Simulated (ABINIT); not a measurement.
# InH (P6_3/mmc): phonons by linear response

How does InH (P6_3/mmc) vibrate, and is this structure a minimum?

Method: DFT LDA, scalar-relativistic, plane waves, HGH norm-conserving pseudopotentials, in ABINIT 10.8.3.

The structure was built from a prototype and need not be the compound's stable phase.

### 1. Starting point

The structure is hexagonal, space group P6_3/mmc (No. 194). Conventional cell: a = 4.302 Å, b = 4.302 Å, c = 6.210 Å, α = 90.00°, β = 90.00°, γ = 120.00°. Nearest to In lie 3 H at 2.48 Å. Nearest to H lie 3 In at 2.48 Å. Farther neighbours are not listed.

Coordinates:

```cif
data_structure
_symmetry_space_group_name_H-M 'P6_3/mmc'
_symmetry_Int_Tables_number 194
_cell_length_a 4.3024
_cell_length_b 4.3024
_cell_length_c 6.2100
_cell_angle_alpha 90.000
_cell_angle_beta 90.000
_cell_angle_gamma 120.000
_cell_volume 99.55
loop_
_atom_site_label
_atom_site_type_symbol
_atom_site_symmetry_multiplicity
_atom_site_Wyckoff_symbol
_atom_site_fract_x
_atom_site_fract_y
_atom_site_fract_z
_atom_site_occupancy
In1 In 2 c 0.33333 0.66667 0.25000 1
H1 H 2 d 0.66667 0.33333 0.25000 1
```

### 2. A probe with smearing

A first run with smearing and empty bands tells whether the crystal has a gap, which decides between fixed occupations and smearing later on.

probe.abi

```
# ground state
tolvrs 1.0d-08
prtden 1
prtwf 1

# basis, mesh and filling
ecut 35.0
ixc 7
ngkpt 6 6 4
nshiftk 1
shiftk 0.0 0.0 0.0
istwfk *1
occopt 7
tsmear 0.005
nband 9
nstep 100
diemac 9.0
prtebands 0
prtgsr 0
useylm 1

# cell and atoms
acell 8.13038055 8.13038055 11.73519923
rprim 
    1.0 6.70961e-07 0.0
    -0.5000005811 0.8660250683 0.0
    0.0 0.0 1.0
ntypat 2
znucl 49 1
natom 4
typat 1 1 2 2
xred 
    1/3 2/3 0.25
    2/3 1/3 0.75
    2/3 1/3 0.25
    1/3 2/3 0.75
pp_dirpath "./pseudo"
pseudos "In.hgh, H.hgh"
```

Launch:

```console
OMP_NUM_THREADS=1 mpirun -n 4 abinit probe.abi > probe.log
```

Numbers of over 12 decimals in the logs are rounded to 6 here.

probe.abo, the main output file:

```text
[banners, grids, parts of the stress and lines that vanish by symmetry left out]
- input  file    -> probe.abi
- output file    -> probe.abo
- root for input  files -> probei
[...]
Symmetries : space group P6_3/m m c (#194); Bravais hP (primitive hexag.)
[...]
mpw =        6687          nfft =      129600          nkpt =          21
[...]
== DATASET  1 ==================================================================
[...]
cutoff_energies: {ecut:  35.0, pawecutdg:  -1.0, }
[...]
Exchange-correlation functional for the present dataset will be:
  LDA: Perdew-Wang 92 LSD fit to Ceperley-Alder data - ixc=7
[...]
ETOT  1  -5.140228    -5.140E+00 6.107E-03 6.466E+01
 ETOT  2  -5.148256    -8.028E-03 3.188E-03 4.669E+00
 ETOT  3  -5.148599    -3.428E-04 4.602E-04 7.970E-01
 ETOT  4  -5.148728    -1.295E-04 2.249E-05 2.866E-02
 ETOT  5  -5.148730    -1.528E-06 1.230E-05 1.466E-03
 ETOT  6  -5.148730    -1.385E-07 1.236E-06 6.693E-06
 ETOT  7  -5.148730    -9.479E-10 6.134E-07 2.537E-07
 ETOT  8  -5.148730    -5.233E-11 7.353E-08 4.707E-10
 At SCF step    8       vres2   =  4.71E-10 < tolvrs=  1.00E-08 =>converged.
[...]
sigma(1 1)=  2.24338618E-04  sigma(3 2)=  0.00000000E+00
  sigma(2 2)=  2.24338618E-04  sigma(3 1)=  0.00000000E+00
  sigma(3 3)=  1.65248565E-04  sigma(2 1)=  2.96686544E-14
[...]
convergence: {deltae: -5.233E-11, res2:  4.707E-10, residm:  7.353E-08, diffor: null, }
etotal    :  -5.14872996E+00
[...]
sigma(1 1)=  2.24338618E-04  sigma(3 2)=  0.00000000E+00
  sigma(2 2)=  2.24338618E-04  sigma(3 1)=  0.00000000E+00
  sigma(3 3)=  1.65248565E-04  sigma(2 1)=  2.96686544E-14
[...]
- sigma(1 1)=  6.60027001E+00  sigma(3 2)=  0.00000000E+00
- sigma(2 2)=  6.60027001E+00  sigma(3 1)=  0.00000000E+00
- sigma(3 3)=  4.86178062E+00  sigma(2 1)=  8.72881949E-10
[...]
fcart     -1.6559184277E-29  3.8241727633E-29 -0.0000000000E+00
           strten      2.2433861786E-04  2.2433861787E-04  1.6524856456E-04
================================================================================

[key lines of the parts left out:]
pressure_GPa:  -6.0208E+00
```

Wall time 11 s (4 MPI ranks of Intel Xeon at 2.70GHz, shared host); 41 s of CPU time.

Read from the output:

```yaml
volume_per_atom: 24.89 Å³
pressure: -6.021 GPa
gap_on_the_k_mesh: 0 eV
```

No gap opens on this mesh, so smearing is kept; the printed pressure holds the stress of the finite basis too.

### 3. Rough relaxation

The typed start is rough, so a first relaxation with smearing and loose thresholds takes it towards rest cheaply.

prerelax.abi

```
# relaxation
ionmov 2
optcell 2
dilatmx 1.15
chkdilatmx 0
ntime 40
tolmxf 3.0d-04
tolvrs 1.0d-10
prtwf 0
prtden 0
chksymtnons 0

# basis, mesh and filling
ecut 35.0
ecutsm 3.0
ixc 7
ngkpt 6 6 4
nshiftk 1
shiftk 0.0 0.0 0.0
istwfk *1
occopt 7
tsmear 0.005
nband 9
nstep 100
diemac 1000000.0
prtebands 0
prtgsr 0
useylm 1

# cell and atoms
acell 8.13038055 8.13038055 11.73519923
rprim 
    1.0 6.70961e-07 0.0
    -0.5000005811 0.8660250683 0.0
    0.0 0.0 1.0
ntypat 2
znucl 49 1
natom 4
typat 1 1 2 2
xred 
    1/3 2/3 0.25
    2/3 1/3 0.75
    2/3 1/3 0.25
    1/3 2/3 0.75
pp_dirpath "./pseudo"
pseudos "In.hgh, H.hgh"
```

Launch:

```console
OMP_NUM_THREADS=1 mpirun -n 4 abinit prerelax.abi > prerelax.log
```

prerelax.abo, the main output file:

```text
[banners, grids, parts of the stress and lines that vanish by symmetry left out]
- input  file    -> prerelax.abi
- output file    -> prerelax.abo
- root for input  files -> prerelaxi
[...]
Symmetries : space group P6_3/m m c (#194); Bravais hP (primitive hexag.)
[...]
mpw =       10140          nfft =      180000          nkpt =          21
[...]
== DATASET  1 ==================================================================
[...]
cutoff_energies: {ecut:  35.0, pawecutdg:  -1.0, }
[...]
Exchange-correlation functional for the present dataset will be:
  LDA: Perdew-Wang 92 LSD fit to Ceperley-Alder data - ixc=7
[...]
ETOT  1  -5.141236    -5.141E+00 4.642E-03 8.880E+01
 ETOT  2  -5.148062    -6.826E-03 6.859E-05 7.927E+00
 ETOT  3  -5.148393    -3.310E-04 3.870E-05 9.528E-01
 ETOT  4  -5.148476    -8.229E-05 4.867E-06 8.419E-02
 ETOT  5  -5.148479    -3.990E-06 1.614E-06 4.322E-03
[...]
ETOT  6  -5.192697    -2.922E-13 3.525E-13 5.083E-11
 At SCF step    6       vres2   =  5.08E-11 < tolvrs=  1.00E-10 =>converged.
[...]
sigma(1 1)= -1.71125888E-06  sigma(3 2)=  0.00000000E+00
  sigma(2 2)= -1.71125887E-06  sigma(3 1)=  0.00000000E+00
  sigma(3 3)=  1.51635250E-07  sigma(2 1)=  5.74015756E-14
[...]
convergence: {deltae: -2.922E-13, res2:  5.083E-11, residm:  3.525E-13, diffor: null, }
etotal    :  -5.19269661E+00
[...]
At Broyd/MD step  16, gradients are converged :
[...]
sigma(1 1)= -1.71125888E-06  sigma(3 2)=  0.00000000E+00
  sigma(2 2)= -1.71125887E-06  sigma(3 1)=  0.00000000E+00
  sigma(3 3)=  1.51635250E-07  sigma(2 1)=  5.74015756E-14
[...]
- sigma(1 1)= -5.03469746E-02  sigma(3 2)=  0.00000000E+00
- sigma(2 2)= -5.03469741E-02  sigma(3 1)=  0.00000000E+00
- sigma(3 3)=  4.46126307E-03  sigma(2 1)=  1.68881266E-09
[...]
fcart      1.9468327598E-29 -4.4960093987E-29 -0.0000000000E+00
           strten     -1.7112588833E-06 -1.7112588686E-06  1.5163524985E-07
================================================================================

[key lines of the parts left out:]
pressure_GPa:   3.2078E-02
Total energy (etotal) [Ha]= -5.19269660520346E+00
```

The job ended after 4.2 min (4 MPI ranks).

Step by step:

```csv
step,energy less that of the first step (eV),largest force (eV/Å),volume (Å³)
1,0.0000,0.0000,99.55
2,-0.0660,0.0000,97.78
3,30.2249,0.0000,18.72
4,-0.2741,0.0000,92.17
5,-0.4555,0.0000,87.32
6,56.0704,0.0000,14.36
7,-0.5737,0.0000,84.18
8,-0.6803,0.0000,81.32
9,2.0866,0.0000,37.28
10,-0.9911,0.0000,72.44
11,-1.1346,0.0000,66.94
12,-1.1779,0.0000,59.93
13,-1.1889,0.0000,62.03
14,-1.1903,0.0000,61.93
15,-1.2029,0.0000,60.86
16,-1.2032,0.0000,61.19
```

```csv
cell as run,before,after,change
a (Å),4.302,3.660,-14.9 %
b (Å),4.302,3.660,-14.9 %
c (Å),6.210,5.276,-15.0 %
volume (Å³/atom),24.89,15.30,-38.5 %
```

Final coordinates:

```xyz
4
Lattice="3.6595 0.0000 0.0000 -1.8298 3.1692 0.0000 0.0000 0.0000 5.2759" Properties=species:S:1:pos:R:3 pbc="T T T"
In    0.0000    2.1128    1.3190
In    1.8298    1.0564    3.9569
H     1.8298    1.0564    1.3190
H     0.0000    2.1128    3.9569
```

This step gave:

```
volume per atom : 15.30 Å³
pressure        : 0.03208 GPa
```

The volume changes by -38.5 % in this run and stands -38.5 % from the first cell.

### 4. Rough relaxation

The cell changed much, so the rough relaxation is repeated on a basis made for the new cell.

Changes to prerelax.abi since step 3:

```diff
@@ -30,5 +30,5 @@
 # cell and atoms
-acell 8.13038055 8.13038055 11.73519923
+acell 6.91546149 6.91546149 9.96991481
 rprim 
-    1.0 6.70961e-07 0.0
+    1.0 6.70977e-07 0.0
     -0.5000005811 0.8660250683 0.0
```

prerelax.abo, the main output file:

```text
[banners, grids, parts of the stress and lines that vanish by symmetry left out]
- input  file    -> prerelax.abi
- output file    -> prerelax.abo
- root for input  files -> prerelaxi
[...]
Symmetries : space group P6_3/m m c (#194); Bravais hP (primitive hexag.)
[...]
mpw =        6246          nfft =      129600          nkpt =          21
[...]
== DATASET  1 ==================================================================
[...]
cutoff_energies: {ecut:  35.0, pawecutdg:  -1.0, }
[...]
Exchange-correlation functional for the present dataset will be:
  LDA: Perdew-Wang 92 LSD fit to Ceperley-Alder data - ixc=7
[...]
ETOT  1  -5.187723    -5.188E+00 8.590E-03 4.415E+01
 ETOT  2  -5.192628    -4.905E-03 2.548E-04 2.893E+00
 ETOT  3  -5.192692    -6.452E-05 3.046E-04 8.938E-02
 ETOT  4  -5.192697    -4.113E-06 8.171E-05 1.064E-03
 ETOT  5  -5.192697    -5.238E-08 2.310E-05 5.322E-05
 ETOT  6  -5.192697    -2.981E-09 4.153E-05 8.716E-07
 ETOT  7  -5.192697    -3.604E-11 9.764E-06 1.958E-09
 ETOT  8  -5.192697    -6.217E-14 1.625E-05 2.906E-11
 At SCF step    8       vres2   =  2.91E-11 < tolvrs=  1.00E-10 =>converged.
[...]
sigma(1 1)= -1.71142057E-06  sigma(3 2)=  0.00000000E+00
  sigma(2 2)= -1.71142058E-06  sigma(3 1)=  0.00000000E+00
  sigma(3 3)=  1.51474535E-07  sigma(2 1)=  3.15174745E-14
[...]
convergence: {deltae: -6.217E-14, res2:  2.906E-11, residm:  1.625E-05, diffor: null, }
etotal    :  -5.19269661E+00
[...]
At Broyd/MD step   1, gradients are converged :
[...]
sigma(1 1)= -1.71142057E-06  sigma(3 2)=  0.00000000E+00
  sigma(2 2)= -1.71142058E-06  sigma(3 1)=  0.00000000E+00
  sigma(3 3)=  1.51474535E-07  sigma(2 1)=  3.15174745E-14
[...]
- sigma(1 1)= -5.03517315E-02  sigma(3 2)=  0.00000000E+00
- sigma(2 2)= -5.03517319E-02  sigma(3 1)=  0.00000000E+00
- sigma(3 3)=  4.45653469E-03  sigma(2 1)=  9.27276113E-10
[...]
fcart      2.0685133425E-29 -1.0045772531E-28 -0.0000000000E+00
           strten     -1.7114205666E-06 -1.7114205818E-06  1.5147453518E-07
================================================================================

[key lines of the parts left out:]
pressure_GPa:   3.2082E-02
Total energy (etotal) [Ha]= -5.19269660523966E+00
```

Wall time 14 s (4 MPI ranks); 56 s of CPU time.

Little changed from the start: no atom moved by 0.005 Å and no cell edge by 0.1 %.

The volume changes by +0.0 % in this run and stands -38.5 % from the first cell.

### 5. Relaxation

The harmonic expansion needs vanishing forces, and a free crystal bears no stress, so cell and atoms are brought to rest. Stress is more sensitive to the basis than forces are: the last 3 Ha under the cutoff are smoothed with ecutsm, and the cutoff is raised above that of the later runs.

relax.abi

```
# relaxation
ionmov 2
optcell 2
dilatmx 1.08
ntime 40
tolmxf 1.0d-05
tolvrs 1.0d-14
prtwf 0
prtden 0
chksymtnons 0

# basis, mesh and filling
ecut 43.0
ecutsm 3.0
ixc 7
ngkpt 9 9 6
nshiftk 1
shiftk 0.0 0.0 0.0
istwfk *1
occopt 7
tsmear 0.01
nband 9
nstep 100
diemac 1000000.0
prtebands 0
prtgsr 0
useylm 1

# cell and atoms
acell 6.91546149 6.91546149 9.96991481
rprim 
    1.0 6.70987e-07 0.0
    -0.5000005811 0.8660250683 0.0
    0.0 0.0 1.0
ntypat 2
znucl 49 1
natom 4
typat 1 1 2 2
xred 
    1/3 2/3 0.25
    2/3 1/3 0.75
    2/3 1/3 0.25
    1/3 2/3 0.75
pp_dirpath "./pseudo"
pseudos "In.hgh, H.hgh"
```

Launch:

```console
OMP_NUM_THREADS=1 mpirun -n 4 abinit relax.abi > relax.log
```

relax.abo, the main output file:

```text
[banners, grids, parts of the stress and lines that vanish by symmetry left out]
- input  file    -> relax.abi
- output file    -> relax.abo
- root for input  files -> relaxi
[...]
Symmetries : space group P6_3/m m c (#194); Bravais hP (primitive hexag.)
[...]
mpw =        7027          nfft =      147456          nkpt =          48
[...]
== DATASET  1 ==================================================================
[...]
cutoff_energies: {ecut:  43.0, pawecutdg:  -1.0, }
[...]
Exchange-correlation functional for the present dataset will be:
  LDA: Perdew-Wang 92 LSD fit to Ceperley-Alder data - ixc=7
[...]
ETOT  1  -5.187484    -5.187E+00 1.059E-02 5.204E+01
 ETOT  2  -5.193960    -6.476E-03 2.129E-04 3.538E+00
 ETOT  3  -5.194045    -8.485E-05 6.871E-05 9.939E-02
 ETOT  4  -5.194050    -4.691E-06 2.025E-04 1.327E-03
 ETOT  5  -5.194050    -7.987E-08 3.742E-06 7.406E-05
[...]
At SCF step   10       vres2   =  3.62E-16 < tolvrs=  1.00E-14 =>converged.
[...]
sigma(1 1)=  1.97325483E-05  sigma(3 2)=  0.00000000E+00
  sigma(2 2)=  1.97325483E-05  sigma(3 1)=  0.00000000E+00
  sigma(3 3)= -6.25208374E-05  sigma(2 1)=  1.55443528E-14
[...]
convergence: {deltae: -1.110E-13, res2:  3.617E-16, residm:  1.261E-06, diffor: null, }
etotal    :  -5.19405002E+00
[...]
ETOT  1  -5.194108    -5.194E+00 2.872E-02 2.866E-03
[...]
At SCF step    8       vres2   =  2.54E-16 < tolvrs=  1.00E-14 =>converged.
[...]
sigma(1 1)=  2.03387422E-05  sigma(3 2)=  0.00000000E+00
  sigma(2 2)=  2.03387422E-05  sigma(3 1)=  0.00000000E+00
  sigma(3 3)= -6.13391495E-05  sigma(2 1)=  1.55289618E-14
[...]
convergence: {deltae:  5.063E-14, res2:  2.537E-16, residm:  1.890E-09, diffor: null, }
etotal    :  -5.19410775E+00
[...]
ETOT  1  -5.184693    -5.185E+00 1.152E+01 7.305E+01
[...]
At SCF step   10       vres2   =  2.96E-16 < tolvrs=  1.00E-14 =>converged.
[...]
sigma(1 1)= -1.47530589E-04  sigma(3 2)=  0.00000000E+00
  sigma(2 2)= -1.47530589E-04  sigma(3 1)=  0.00000000E+00
  sigma(3 3)=  1.23916409E-04  sigma(2 1)=  1.26506284E-14
[...]
convergence: {deltae:  1.572E-13, res2:  2.960E-16, residm:  4.108E-02, diffor: null, }
etotal    :  -5.18993287E+00
[...]
ETOT  1  -5.194096    -5.194E+00 7.874E+03 1.548E+01
[...]
At SCF step   10       vres2   =  3.96E-16 < tolvrs=  1.00E-14 =>converged.
[...]
sigma(1 1)=  1.78384500E-05  sigma(3 2)=  0.00000000E+00
  sigma(2 2)=  1.78384500E-05  sigma(3 1)=  0.00000000E+00
  sigma(3 3)= -2.02848439E-05  sigma(2 1)=  1.50156987E-14
[...]
convergence: {deltae: -2.132E-14, res2:  3.960E-16, residm:  9.888E-08, diffor: null, }
etotal    :  -5.19523035E+00
[...]
ETOT  1  -5.195354    -5.195E+00 4.732E-02 2.886E-01
[...]
sigma(1 1)=  7.73057032E-06  sigma(3 2)=  0.00000000E+00
  sigma(2 2)=  7.73057028E-06  sigma(3 1)=  0.00000000E+00
[...]
convergence: {deltae:  1.261E-13, res2:  3.448E-16, residm:  2.537E-09, diffor: null, }
etotal    :  -5.19537339E+00
[...]
ETOT  1  -5.195380    -5.195E+00 3.950E-01 2.362E-02
[...]
convergence: {deltae:  2.309E-14, res2:  2.334E-15, residm:  5.272E-10, diffor: null, }
etotal    :  -5.19538147E+00
[...]
ETOT  1  -5.195382    -5.195E+00 4.203E-05 3.337E-04
[...]
convergence: {deltae:  1.092E-13, res2:  2.287E-15, residm:  3.285E-12, diffor: null, }
etotal    :  -5.19538198E+00
[...]
ETOT  1  -5.195382    -5.195E+00 6.102E-02 1.177E-02
[...]
At SCF step    8       vres2   =  2.04E-16 < tolvrs=  1.00E-14 =>converged.
[...]
sigma(2 2)=  6.28203668E-08  sigma(3 1)=  0.00000000E+00
  sigma(3 3)=  3.12917980E-07  sigma(2 1)=  1.47553584E-14
[...]
convergence: {deltae: -1.537E-13, res2:  2.041E-16, residm:  2.765E-13, diffor: null, }
etotal    :  -5.19538357E+00
[...]
ETOT  1  -5.195384    -5.195E+00 5.672E-07 4.359E-05
[...]
ETOT  6  -5.195384     4.530E-14 1.882E-14 1.100E-13
 ETOT  7  -5.195384    -3.997E-14 1.735E-14 5.602E-16
 At SCF step    7       vres2   =  5.60E-16 < tolvrs=  1.00E-14 =>converged.
[...]
sigma(1 1)= -8.29937936E-09  sigma(3 2)=  0.00000000E+00
  sigma(2 2)= -8.29941193E-09  sigma(3 1)=  0.00000000E+00
  sigma(3 3)=  3.64267770E-08  sigma(2 1)=  1.47592061E-14
[...]
convergence: {deltae: -3.997E-14, res2:  5.602E-16, residm:  1.735E-14, diffor: null, }
etotal    :  -5.19538359E+00
[...]
At Broyd/MD step   9, gradients are converged :
[...]
sigma(1 1)= -8.29937936E-09  sigma(3 2)=  0.00000000E+00
  sigma(2 2)= -8.29941193E-09  sigma(3 1)=  0.00000000E+00
  sigma(3 3)=  3.64267770E-08  sigma(2 1)=  1.47592061E-14
[...]
- sigma(1 1)= -2.44176171E-04  sigma(3 2)=  0.00000000E+00
- sigma(2 2)= -2.44177129E-04  sigma(3 1)=  0.00000000E+00
- sigma(3 3)=  1.07171278E-03  sigma(2 1)=  4.34230835E-10
[...]
fcart      3.4910662731E-29  2.5914482722E-29 -0.0000000000E+00
           strten     -8.2993793628E-09 -8.2994119327E-09  3.6426776968E-08
================================================================================

[key lines of the parts left out:]
pressure_GPa:  -1.9445E-04
Total energy (etotal) [Ha]= -5.19538358735398E+00
```

Wall time 4 min (4 MPI ranks).

The steps of the relaxation:

```csv
step,energy less that of the first step (eV),largest force (eV/Å),volume (Å³)
1,0.0000,0.0000,61.19
2,-0.0016,0.0000,61.23
3,0.1120,0.0000,63.97
4,-0.0321,0.0000,62.23
5,-0.0360,0.0000,62.53
6,-0.0362,0.0000,62.59
7,-0.0362,0.0000,62.57
8,-0.0363,0.0000,62.42
9,-0.0363,0.0000,62.41
```

```csv
"conventional cell, symmetrised",before,after,change
a (Å),3.660,3.571,-2.4 %
b (Å),3.660,3.571,-2.4 %
c (Å),5.276,5.651,+7.1 %
volume (Å³/atom),15.30,15.60,+2.0 %
```

Final coordinates:

```cif
data_structure
_symmetry_space_group_name_H-M 'P 1'
_symmetry_Int_Tables_number 1
_cell_length_a 3.5713
_cell_length_b 3.5713
_cell_length_c 5.6506
_cell_angle_alpha 90.000
_cell_angle_beta 90.000
_cell_angle_gamma 120.000
_cell_volume 62.41
loop_
_atom_site_label
_atom_site_type_symbol
_atom_site_fract_x
_atom_site_fract_y
_atom_site_fract_z
_atom_site_occupancy
In1 In 0.33333 0.66667 0.25000 1
In2 In 0.66667 0.33333 0.75000 1
H3 H 0.66667 0.33333 0.25000 1
H4 H 0.33333 0.66667 0.75000 1
```

Numbers from this step:

| Quantity | Value |
| --- | --- |
| volume per atom | 15.60 Å³ |
| pressure | -1.94e-4 GPa |

The volume changes by +2.0 % in this run and stands -37.3 % from the first cell.

### 6. Self-consistent run for the response

The response is built on these wavefunctions, so the potential is converged far more tightly than an energy would need. Smearing stays on, as the first look found no gap above 0.3 eV.

gs.abi

```
# ground state
tolvrs 1.0d-16
prtden 1
prtwf 1

# basis, mesh and filling
ecut 35.0
ixc 7
ngkpt 9 9 6
nshiftk 1
shiftk 0.0 0.0 0.0
istwfk *1
occopt 7
tsmear 0.01
nband 9
nstep 100
diemac 1000000.0
prtebands 0
prtgsr 0
useylm 1

# cell and atoms
acell 6.748836064 6.748836064 10.67807623
rprim 
    1.0 6.7099e-07 0.0
    -0.5000005811 0.8660250683 0.0
    0.0 0.0 1.0
ntypat 2
znucl 49 1
natom 4
typat 1 1 2 2
xred 
    1/3 2/3 0.25
    2/3 1/3 0.75
    2/3 1/3 0.25
    1/3 2/3 0.75
pp_dirpath "./pseudo"
pseudos "In.hgh, H.hgh"
```

Launch:

```console
OMP_NUM_THREADS=1 mpirun -n 4 abinit gs.abi > gs.log
```

gs.abo, the main output file:

```text
[banners, grids, parts of the stress and lines that vanish by symmetry left out]
- input  file    -> gs.abi
- output file    -> gs.abo
- root for input  files -> gsi
[...]
Symmetries : space group P6_3/m m c (#194); Bravais hP (primitive hexag.)
[...]
mpw =        4203          nfft =       77760          nkpt =          48
[...]
== DATASET  1 ==================================================================
[...]
cutoff_energies: {ecut:  35.0, pawecutdg:  -1.0, }
[...]
Exchange-correlation functional for the present dataset will be:
  LDA: Perdew-Wang 92 LSD fit to Ceperley-Alder data - ixc=7
[...]
ETOT  1  -5.189014    -5.189E+00 9.460E-03 2.663E+01
 ETOT  2  -5.194355    -5.341E-03 6.685E-03 1.648E+00
 ETOT  3  -5.194421    -6.613E-05 4.448E-04 5.385E-02
 ETOT  4  -5.194426    -5.108E-06 4.420E-05 2.074E-03
 ETOT  5  -5.194426    -2.561E-07 3.260E-05 3.916E-05
[...]
ETOT 10  -5.194426    -7.905E-14 2.736E-06 2.686E-16
 ETOT 11  -5.194426     1.137E-13 4.485E-06 4.786E-18
 At SCF step   11       vres2   =  4.79E-18 < tolvrs=  1.00E-16 =>converged.
[...]
sigma(1 1)=  9.48724418E-06  sigma(3 2)=  0.00000000E+00
  sigma(2 2)=  9.48724414E-06  sigma(3 1)=  0.00000000E+00
  sigma(3 3)=  1.04361917E-05  sigma(2 1)=  1.01521199E-14
[...]
convergence: {deltae:  1.137E-13, res2:  4.786E-18, residm:  4.485E-06, diffor: null, }
etotal    :  -5.19442642E+00
[...]
sigma(1 1)=  9.48724418E-06  sigma(3 2)=  0.00000000E+00
  sigma(2 2)=  9.48724414E-06  sigma(3 1)=  0.00000000E+00
  sigma(3 3)=  1.04361917E-05  sigma(2 1)=  1.01521199E-14
[...]
- sigma(1 1)=  2.79124360E-01  sigma(3 2)=  0.00000000E+00
- sigma(2 2)=  2.79124359E-01  sigma(3 1)=  0.00000000E+00
- sigma(3 3)=  3.07043361E-01  sigma(2 1)=  2.98685678E-10
[...]
fcart      8.7276743776E-30 -6.4786089685E-30 -0.0000000000E+00
           strten      9.4872441782E-06  9.4872441400E-06  1.0436191726E-05
================================================================================

[key lines of the parts left out:]
pressure_GPa:  -2.8843E-01
```

It took 25 s on 4 MPI ranks; 1.7 min of CPU time.

This step gave:

```yaml
pressure: -0.2884 GPa
```

The cell stands at -0.29 GPa: the relaxation ran with a smoothed and higher cutoff, and the difference is a stress of the finite basis.

(Part 1 of 5 ends here.)

[Host names and launcher messages were left out of these logs when they were recorded.]

[Logs are printed without paths, hosts, clocks, repeated set-up lines and the standing remarks that a program may print on its own settings, such as how far it seeks lower states.]

[Hosts, paths, dates, database ids (printed as entryN), source tags and the programs' standing remarks are cut or masked in the printed files.]
